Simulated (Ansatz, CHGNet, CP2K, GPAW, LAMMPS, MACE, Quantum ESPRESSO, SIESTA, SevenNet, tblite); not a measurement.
# Glassy 69SiO2-19Al2O3-6SrO-6Li2O (mol %) (106 atoms): atom by atom

106 atoms (22 Si, 12 Al, 2 Sr, 4 Li, 66 O) placed at random at 3.07 g/cm³, melted at 4000 K for 10 ps at fixed volume with the Morse and Coulomb pair potential with partial charges (Pedone, Malavasi, Menziani, Cormack and Segre, J. Phys. Chem. B 110, 11780 (2006)). Quenched from 4000 K to 300 K at 50 K/ps and fixed volume, held 5 ps.

Calculated values (SevenNet 0, machine-learned interatomic potential SevenNet 0, trained on PBE(+U) plane-wave data; published weights, no electronic structure; density 3.07 g/cm³) for the geometry as built.

Cell vectors (Å):

```
10.593 0.000 0.000
0.000 10.593 0.000
0.000 0.000 10.593
```

Positions (Å):

```
1 Si 7.916 7.222 1.706
2 Si 1.411 4.029 4.511
3 Si 3.834 9.720 7.611
4 Si 7.972 10.370 5.600
5 Si 5.662 6.018 6.555
6 Si 6.573 1.797 2.692
7 Si 2.887 4.864 9.070
8 Si 8.952 5.038 10.577
9 Si 4.640 7.535 9.877
10 Si 9.233 3.260 2.450
11 Si 5.000 9.800 4.807
12 Si 9.476 4.836 5.949
13 Si 7.134 5.335 3.747
14 Si 1.480 1.020 7.260
15 Si 7.315 8.055 8.220
16 Si 3.890 2.099 5.276
17 Si 9.530 0.570 10.214
18 Si 5.144 3.997 1.454
19 Si 7.030 10.110 0.953
20 Si 3.503 0.890 0.524
21 Si 1.137 9.133 2.956
22 Si 4.071 9.006 2.155
23 Al 6.830 2.585 5.936
24 Al 4.464 2.245 8.355
25 Al 2.361 6.454 6.571
26 Al 1.945 4.913 1.402
27 Al 0.149 6.598 8.501
28 Al 6.807 0.745 8.629
29 Al 6.587 4.052 9.126
30 Al 0.371 7.529 0.527
31 Al 10.253 7.820 5.448
32 Al 10.346 1.043 4.433
33 Al 1.353 2.404 10.335
34 Al 1.483 9.518 9.462
35 Sr 9.632 2.868 7.884
36 Sr 3.793 6.411 3.717
37 Li 9.894 9.267 7.772
38 Li 10.549 6.215 2.849
39 Li 0.660 1.267 2.018
40 Li 7.406 7.749 4.927
41 O 3.945 8.531 8.751
42 O 10.229 2.359 3.267
43 O 3.982 10.487 1.754
44 O 0.949 0.024 3.616
45 O 8.444 1.166 9.205
46 O 5.083 2.784 6.045
47 O 10.490 10.173 9.293
48 O 6.585 9.734 5.161
49 O 4.085 1.784 10.022
50 O 6.212 7.479 9.372
51 O 5.666 4.105 10.568
52 O 7.781 5.976 0.754
53 O 4.393 0.760 4.674
54 O 3.714 4.734 1.690
55 O 1.056 7.897 9.513
56 O 7.571 1.077 6.463
57 O 0.904 7.544 6.661
58 O 2.174 10.228 7.730
59 O 7.061 8.514 1.314
60 O 8.958 9.118 5.936
61 O 1.884 5.693 8.141
62 O 4.940 8.802 3.532
63 O 0.715 9.193 1.378
64 O 8.246 4.184 9.501
65 O 1.976 4.198 10.349
66 O 4.393 8.031 0.843
67 O 6.308 5.549 5.075
68 O 6.105 4.840 2.559
69 O 8.584 10.382 0.657
70 O 7.059 9.669 8.131
71 O 1.213 4.498 2.991
72 O 3.572 3.720 8.426
73 O 0.115 3.782 5.453
74 O 6.686 2.276 4.215
75 O 2.673 8.635 2.945
76 O 6.069 5.030 7.702
77 O 10.163 5.943 10.072
78 O 8.443 4.433 3.443
79 O 9.630 4.176 1.192
80 O 9.321 6.287 5.310
81 O 4.194 9.295 6.071
82 O 9.476 7.385 1.654
83 O 6.300 2.439 8.432
84 O 10.428 1.730 0.217
85 O 2.319 1.870 1.160
86 O 4.652 0.490 7.853
87 O 2.774 3.063 4.455
88 O 0.282 0.946 6.260
89 O 8.826 0.361 4.287
90 O 8.794 7.692 8.450
91 O 2.587 10.418 10.308
92 O 1.525 6.624 1.365
93 O 2.726 1.683 6.527
94 O 6.131 0.008 10.381
95 O 7.943 2.391 1.993
96 O 0.345 8.195 3.965
97 O 1.990 5.409 5.216
98 O 6.541 7.384 6.862
99 O 1.239 1.971 8.619
100 O 10.027 5.265 7.416
101 O 8.170 3.856 6.154
102 O 6.576 0.285 2.303
103 O 5.281 2.511 1.974
104 O 7.402 6.789 3.189
105 O 4.080 6.407 6.354
106 O 3.872 6.156 9.558
```

Q: Give the force on every atom.

Columns: atom, fx, fy, fz (forces in eV/Å).

```
1 0.263 1.130 -0.778
2 2.749 0.931 0.295
3 0.667 0.828 1.168
4 2.307 1.161 -2.134
5 1.099 0.833 1.271
6 1.286 2.711 0.713
7 -0.294 4.398 3.698
8 -1.254 2.680 3.279
9 1.400 -0.054 -1.120
10 -4.492 1.081 0.727
11 1.056 2.694 0.310
12 -0.054 0.355 0.955
13 -0.378 -3.371 -3.682
14 1.701 2.602 0.976
15 -4.063 1.087 0.381
16 -4.683 1.327 1.952
17 -1.339 -1.950 -0.919
18 0.551 2.279 0.768
19 1.011 -0.679 0.269
20 -2.070 -1.741 1.268
21 -1.564 1.848 -1.575
22 -1.155 -1.030 -1.736
23 0.624 0.613 -1.261
24 -0.109 -1.090 0.237
25 -1.820 -1.056 0.735
26 1.306 0.879 0.568
27 -0.680 -0.405 -1.713
28 -0.101 -2.356 1.579
29 -1.706 0.826 -0.618
30 -1.482 0.987 1.725
31 -1.338 0.089 0.943
32 1.265 -1.165 0.825
33 2.140 -0.183 -0.085
34 0.811 1.570 0.314
35 -0.271 -0.963 0.520
36 -0.058 -1.129 -0.613
37 -0.893 -0.118 0.072
38 0.050 0.349 0.020
39 0.622 -0.572 -0.072
40 0.088 0.249 0.538
41 -0.964 1.489 -1.501
42 1.664 -0.113 0.084
43 0.602 2.888 -0.505
44 0.409 0.922 -0.271
45 0.175 1.234 -1.349
46 -0.218 1.253 1.660
47 -0.828 0.736 -0.130
48 -1.641 -1.171 -1.026
49 1.651 1.999 -1.791
50 -0.399 -0.069 0.790
51 0.237 0.496 -0.831
52 -0.276 -2.572 -2.403
53 0.892 -3.328 -2.265
54 -0.844 0.352 0.671
55 -0.871 -1.900 -0.894
56 0.263 0.719 2.202
57 0.214 0.405 1.019
58 0.250 -3.441 0.797
59 -0.718 0.193 0.311
60 1.167 -1.883 0.945
61 -1.231 0.725 -0.993
62 0.743 -0.830 -0.116
63 -0.104 -0.425 -0.251
64 0.203 -1.293 -1.680
65 -1.196 -0.601 -0.417
66 -0.249 0.035 1.140
67 -1.569 0.381 1.379
68 -1.362 0.016 0.584
69 1.900 -0.081 0.733
70 0.608 -1.105 -1.117
71 -0.834 0.361 -1.257
72 2.320 -3.110 -2.817
73 -1.019 -0.575 -0.090
74 -0.118 -0.146 -0.216
75 1.333 -1.243 0.332
76 0.058 -1.369 1.180
77 1.216 0.811 -0.507
78 1.946 -0.333 0.895
79 1.757 -0.155 -0.238
80 -0.410 1.455 -2.007
81 -1.645 -1.756 1.303
82 2.325 0.435 0.317
83 -0.767 0.300 -0.826
84 0.230 1.155 1.456
85 -0.949 0.656 0.347
86 1.149 0.248 0.100
87 0.590 -0.692 0.119
88 -2.261 0.122 -1.224
89 -1.904 -0.534 1.137
90 3.536 -0.938 0.059
91 0.130 -0.515 -0.070
92 0.903 -2.516 1.115
93 2.484 1.282 -1.385
94 -0.945 0.967 -2.316
95 0.273 -0.083 -0.814
96 -0.049 -1.624 -0.307
97 0.420 0.686 -0.484
98 0.418 0.317 -1.087
99 -0.242 -0.322 -1.273
100 0.077 -0.510 1.068
101 0.055 -0.608 0.016
102 -0.270 -1.948 0.998
103 -0.502 -2.241 0.702
104 0.466 3.094 1.178
105 1.075 0.127 -0.593
106 -0.545 -1.475 0.610
```

The quench rate of 50 K/ps is many orders above laboratory rates, so the cell is likely richer in defects and strain than a real sample. The network of bonds at the start is that of the classical potential that made the cell, and needn't be the one that DFT or experiment would give.

The r.m.s. force component is 1.36 eV/Å; the longest force, 5.75 eV/Å, acts on Si7.

[Long decimals in the printed logs are rounded to 6 places.]

[Logs are printed without paths, hosts, clocks, repeated set-up lines and the standing remarks that a program may print on its own settings, such as how far it seeks lower states.]

[Hosts, paths, dates, database ids (printed as entryN), source tags and the programs' standing remarks are cut or masked in the printed files.]
